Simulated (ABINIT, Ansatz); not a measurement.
**Quasiparticle gap of SnSe2 (P-3m1) in ABINIT**

Aim: the G0W0 gap of SnSe2 (P-3m1) on PBE, step by step.

Main program and level: ABINIT 10.8.3; PBE and many-body steps on it, plane waves.

**What was measured.**

- Gap 1.21 ± 0.04 eV: quasiparticle gap from STS band edges on large flat area; scanning tunneling spectroscopy, log dI/dV edge fit; 77.6 K; bulk crystal (n-type SnSe2 region of partially converted crystal) (“Lateral heterostructures formed by thermally converting n-type SnSe2 to p-type SnSe”, 2018, arxiv:1804.01202).

- Gap 1 eV: indirect gap from optical absorption (approximate); optical absorption; bulk crystal (quoted in “Lateral heterostructures formed by thermally converting n-type SnSe2 to p-type SnSe”, 2018, arxiv:1804.01202).

- Gap 1.207 eV: direct band-edge excitonic transition; piezoreflectance; 300 K; bulk crystal (CVT-grown single crystal) (“Temperature Dependent Excitonic Transition Energy and Enhanced Electron-Phonon Coupling in Layered Ternary SnS2-xSex Semiconductors with Fully Tunable Stoichiometry”, 2021, pmc:8069899).

### Step 1. Starting point

The structure is trigonal, space group P-3m1 (No. 164). The conventional cell has a = 3.811 Å, b = 3.811 Å, c = 6.136 Å, α = 90.00°, β = 90.00°, γ = 120.00°. Nearest to Sn lie 6 Se at 2.68 Å. Nearest to Se lie 3 Sn at 2.68 Å. Farther neighbours and most contacts between anions are not listed.

The cell and positions come from the Crystallography Open Database and are kept as given unless a step says otherwise.

### Step 2. Ground state

This step: ABINIT 10.8.3; DFT, PBE, plane waves, norm-conserving pseudopotentials.

The ground-state density comes first.

run.abi

```
acell 3*1.0 Angstrom
rprim 
  3.810999999987 0.000000000003 0.000000000000
  -1.905499999996 3.300422813810 0.000000000000
  0.000000000000 0.000000000000 6.136000000000
ntypat 2
znucl 50 34
natom 3
typat 1 2 2
xred 
  0.000000000000 0.000000000000 0.000000000000
  0.333333333333 0.666666666667 0.249000000000
  0.666666666667 0.333333333333 0.751000000000
pp_dirpath "pseudos"
pseudos "Sn.upf, Se.upf"
ecut 48
ngkpt 6 6 4
nshiftk 1
shiftk 0 0 0
kptopt 1
chksymbreak 0
nband 40
occopt 1
tolvrs 1e-08
nstep 60
prtwf 0
optforces 0
optstress 0
indata_prefix "in"
outdata_prefix "out"
tmpdata_prefix "tmp"
```

Launch:

```
> OMP_NUM_THREADS=1 mpirun -n 8 abinit run.abi > log
```

Numbers of over 12 decimals in the logs are rounded to 6 here.

Log:

```text
.Version 10.8.3 of ABINIT. v10.8.2 released Aug 2026.

 Symmetries : space group P-3 m 1 (#164); Bravais hP (primitive hexag.)
================================================================================
 Values of the parameters that define the memory need of the present run
     intxc =       0    ionmov =       0      iscf =       7    lmnmax =       6
     lnmax =       6     mgfft =      75  mpssoang =       3    mqgrid =    3617
     natom =       3  nloc_mem =       1    nspden =       1   nspinor =       1
    nsppol =       1      nsym =      12    n1xccc =    2501    ntypat =       2
    occopt =       1   xclevel =       2
-    mband =          40        mffmem =           1         mkmem =           3
       mpw =        8310          nfft =      172800          nkpt =          24
================================================================================
  Rough estimation (10% accuracy) of disk space for files :
================================================================================

--------------------------------------------------------------------------------
------------- Echo of variables that govern the present computation ------------
--------------------------------------------------------------------------------
 -outvars: echo values of preprocessed input variables --------
            acell      1.8897261259E+00  1.8897261259E+00  1.8897261259E+00 Bohr

      chksymbreak           0
             ecut      4.80000000E+01 Hartree
-          fftalg         312

              ixc     -101130
              kpt      0.00000000E+00  0.00000000E+00  0.00000000E+00
                       1.66666667E-01  0.00000000E+00  0.00000000E+00
                       3.33333333E-01  0.00000000E+00  0.00000000E+00
                       5.00000000E-01  0.00000000E+00  0.00000000E+00
                       1.66666667E-01  1.66666667E-01  0.00000000E+00
                       3.33333333E-01  1.66666667E-01  0.00000000E+00
                       3.33333333E-01  3.33333333E-01  0.00000000E+00
                       0.00000000E+00  0.00000000E+00  2.50000000E-01
                       1.66666667E-01  0.00000000E+00  2.50000000E-01
   [... 13 further rows ...]
                       3.33333333E-01  1.66666667E-01  5.00000000E-01
                       3.33333333E-01  3.33333333E-01  5.00000000E-01
         kptrlatt        6    0    0      0    6    0      0    0    4
          kptrlen      4.32104776E+01
P           mkmem           3
            natom           3
            nband          40
            ngfft          48      48      75
             nkpt          24
            nstep          60
             nsym          12
           ntypat           2
              occ      2.000000  2.000000  2.000000  2.000000  2.000000  2.000000
                       2.000000  2.000000  2.000000  2.000000  2.000000  2.000000
                       2.000000  2.000000  2.000000  2.000000  2.000000  2.000000
                       2.000000  2.000000  2.000000  2.000000  2.000000  2.000000
                       2.000000  2.000000  2.000000  2.000000  2.000000  2.000000
                       2.000000  2.000000  2.000000  2.000000  2.000000  0.000000
                       0.000000  0.000000  0.000000  0.000000
        optforces           0
        optstress           0
            prtwf           0
            rprim      3.8110000000E+00  3.0000000000E-12  0.0000000000E+00
[...]
spgroup         164

           tolvrs      1.00000000E-08

             xred      0.0000000000E+00  0.0000000000E+00  0.0000000000E+00
[...]
znucl       50.00000   34.00000

================================================================================

 chkinp: Checking input parameters for consistency.

================================================================================
== DATASET  1 ==================================================================
-   mpi_nproc: 8, omp_nthreads: 1 (-1 if OMP is not activated)

--- !DatasetInfo
iteration_state: {dtset: 1, }
dimensions: {natom: 3, nkpt: 24, mband: 40, nsppol: 1, nspinor: 1, nspden: 1, mpw: 8310, }
cutoff_energies: {ecut:  48.0, pawecutdg:  -1.0, }
electrons: {nelect:   7.00000000E+01, charge:   0.00000000E+00, occopt:   1.00000000E+00, tsmear:   1.00000000E-02, }

 Real(R)+Recip(G) space primitive vectors, cartesian coordinates (Bohr,Bohr^-1):
 R(1)=  7.2017463  0.0000000  0.0000000  G(1)=  0.1388552  0.0801681  0.0000000
 R(2)= -3.6008731  6.2368952  0.0000000  G(2)=  0.0000000  0.1603362  0.0000000
 R(3)=  0.0000000  0.0000000 11.5953595  G(3)=  0.0000000  0.0000000  0.0862414
 Unit cell volume ucvol=  5.2082339E+02 bohr^3
 Angles (23,13,12)=  9.00000000E+01  9.00000000E+01  1.20000000E+02 degrees

 getcut: wavevector=  0.0000  0.0000  0.0000  ngfft=  48  48  75
         ecut(hartree)=     48.000   => boxcut(ratio)=   2.04626

--- Pseudopotential description ------------------------------------------------
- Sn Generated using ONCVPSP code by D. R. Hamann
- 50.00000  22.00000  171031                  znucl, zion, pspdat
12 -101130 2 -1 1628                          pspcod,pspxc,lmax,lloc,mmax
     nproj     2     2     2
  pspatm : epsatm=   27.31087254
         --- l  ekb(1:nproj) -->
[...]
pspatm: atomic psp has been read  and splines computed

- Se Generated using ONCVPSP code by D. R. Hamann
- 34.00000  24.00000  171031                  znucl, zion, pspdat
12 -101130 2 -1 1214                          pspcod,pspxc,lmax,lloc,mmax
     nproj     2     2     2
  pspatm : epsatm=   25.39064422
         --- l  ekb(1:nproj) -->
[...]
pspatm: atomic psp has been read  and splines computed

   5.46645127E+03                                ecore*ucvol(ha*bohr**3)
--------------------------------------------------------------------------------

_setup2: Arith. and geom. avg. npw (full set) are    8271.965    8271.953

================================================================================

--- !BeginCycle
iteration_state: {dtset: 1, }
solver: {iscf: 7, nstep: 60, nline: 4, wfoptalg: 0, }
tolerances: {tolvrs: 1.00E-08, }

     iter   Etot(hartree)      deltaE(h)  residm     vres2
 ETOT  1  -894.16323327138    -8.942E+02 1.191E+00 2.258E+02
 ETOT  2  -898.11411757450    -3.951E+00 2.113E-02 1.369E+02
 ETOT  3  -898.12522907450    -1.111E-02 1.248E-02 3.899E+01
 ETOT  4  -898.12694945592    -1.720E-03 2.601E-02 1.056E+01
 ETOT  5  -898.12801655194    -1.067E-03 7.958E-04 6.610E-01
 ETOT  6  -898.12806439652    -4.784E-05 5.887E-05 1.458E-02
 ETOT  7  -898.12806559767    -1.201E-06 1.000E-04 4.229E-04
 ETOT  8  -898.12806563533    -3.766E-08 3.236E-05 7.305E-05
 ETOT  9  -898.12806564093    -5.601E-09 6.002E-05 1.368E-06
 ETOT 10  -898.12806564113    -1.916E-10 1.932E-05 4.205E-08
 ETOT 11  -898.12806564108     4.479E-11 3.580E-05 3.842E-09

 At SCF step   11       vres2   =  3.84E-09 < tolvrs=  1.00E-08 =>converged.

--- !ResultsGS
iteration_state: {dtset: 1, }
comment   : Summary of ground state results
lattice_vectors:
- [  7.2017463,   0.0000000,   0.0000000, ]
- [ -3.6008731,   6.2368952,   0.0000000, ]
- [  0.0000000,   0.0000000,  11.5953595, ]
lattice_lengths: [   7.20175,    7.20175,   11.59536, ]
lattice_angles: [ 90.000,  90.000, 120.000, ] # degrees, (23, 13, 12)
lattice_volume:   5.2082339E+02
convergence: {deltae:  4.479E-11, res2:  3.842E-09, residm:  3.580E-05, diffor:  0.000E+00, }
etotal    :  -8.98128066E+02
entropy   :   0.00000000E+00
fermie    :   2.07145495E-01
cartesian_stress_tensor: null
pressure_GPa: null
xred      :
- [  0.0000E+00,   0.0000E+00,   0.0000E+00, Sn]
- [  3.3333E-01,   6.6667E-01,   2.4900E-01, Se]
- [  6.6667E-01,   3.3333E-01,   7.5100E-01, Se]
cartesian_forces: null
force_length_stats: {min: null, max: null, mean: null, }

 Integrated electronic density in atomic spheres:
 ------------------------------------------------
 Atom  Sphere_radius  Integrated_density
[...]
2        2.00000         21.25035261
    3        2.00000         21.25035261
================================================================================

 ----iterations are completed or convergence reached----

 Mean square residual over all n,k,spin=   44.019E-09; max=  35.801E-06
 reduced coordinates (array xred) for    3 atoms
       0.000000000000      0.000000000000      0.000000000000
       0.333333333333      0.666666666667      0.249000000000
       0.666666666667      0.333333333333      0.751000000000
 rms dE/dt=  0.0000E+00; max dE/dt=  0.0000E+00; dE/dt below (all hartree)
    1       0.000000000000      0.000000000000      0.000000000000
    2       0.000000000000      0.000000000000      0.000000000000
    3       0.000000000000      0.000000000000      0.000000000000

 cartesian coordinates (angstrom) at end:
    1      0.000000     0.000000     0.000000
    2     -1.67e-12     2.200282     1.527864
    3      1.905500     1.100141     4.608136
 length scales=  1.889726125908  1.889726125908  1.889726125908 bohr
              =  1.000000000000  1.000000000000  1.000000000000 angstroms
 prteigrs : about to open file out_EIG
 Fermi (or HOMO) energy (hartree) =   0.20715   Average Vxc (hartree)=  -0.36803
 Eigenvalues (hartree) for nkpt=  24  k points:
 kpt#   1, nband= 40, wtk=  0.00694, kpt=  0.0000  0.0000  0.0000 (reduced coord)
  -7.40558   -7.40558   -5.18192   -5.18192   -5.18192   -5.18192   -5.18019   -5.18018
  -4.54362   -2.91858   -2.91858   -2.91848   -1.51382   -1.51382   -1.51381   -1.51381
  -1.51224   -1.51224   -1.51222   -1.51222   -1.51167   -1.51167   -0.57512   -0.57512
  -0.57379   -0.57323   -0.57323   -0.30713   -0.24185   -0.01565    0.18187    0.18187
   0.19291    0.19291    0.20715    0.24756    0.31615    0.37814    0.37814    0.50655
 prteigrs : prtvol=0 or 1, do not print more k-points.

--- !EnergyTerms
iteration_state     : {dtset: 1, }
comment             : Components of total free energy in Hartree
kinetic             :  3.69681863524365E+02
hartree             :  3.69199359582189E+02
xc                  : -8.47663695483912E+01
Ewald energy        : -3.93006523174324E+02
psp_core            :  1.04957867612685E+01
local_psp           : -9.90501337790154E+02
non_local_psp       : -1.79230844996034E+02
total_energy        : -8.98128065641081E+02
total_energy_eV     : -2.44393096925152E+04
band_energy         : -1.54133043762427E+02

== END DATASET(S) ==============================================================
================================================================================

 -outvars: echo values of variables after computation  --------
           etotal     -8.9812806564E+02
            nband          40
             nkpt          24
          spgroup         164
 [... the other variables as echoed above ...]

 Calculation completed.
```

Run time: 46 s. Hardware: 8 MPI ranks of Arm Neoverse V1, shared host; peak memory 0.88 GiB; 6.2 min of CPU time.

This step gave:

```yaml
total_energy: -24439.3097 eV
gap: 0.8191 eV
k_of_the_valence_top: 0, 0, 0
k_of_the_conduction_bottom: 0.5, 0, 0.25
least_direct_gap: 1.100 eV
```

The gap is indirect, with the least direct gap 0.28 eV higher.

(Part 1 of 3 ends here.)

[Paths, hosts, dates, memory and timing lines, banners, echoed tables and standing remarks are left out of the program output.]

[Logs are printed without paths, hosts, clocks, repeated set-up lines and the standing remarks that a program may print on its own settings, such as how far it seeks lower states.]

[Runs of the session that timed out or met a known fault of the program may be left out.]

[Hosts, paths, dates, database ids (printed as entryN), source tags and the programs' standing remarks are cut or masked in the printed files.]

[G0W0 gaps are taken among the corrected bands and points alone; a level outside them can change the order at an edge.]

[Where Ansatz stands beside ABINIT at settings called matched, ABINIT's density can come from a denser mesh and the files from another edition; pairs whose starting gaps differed by over 0.03 eV were left out, so agreement reads better than it is.]
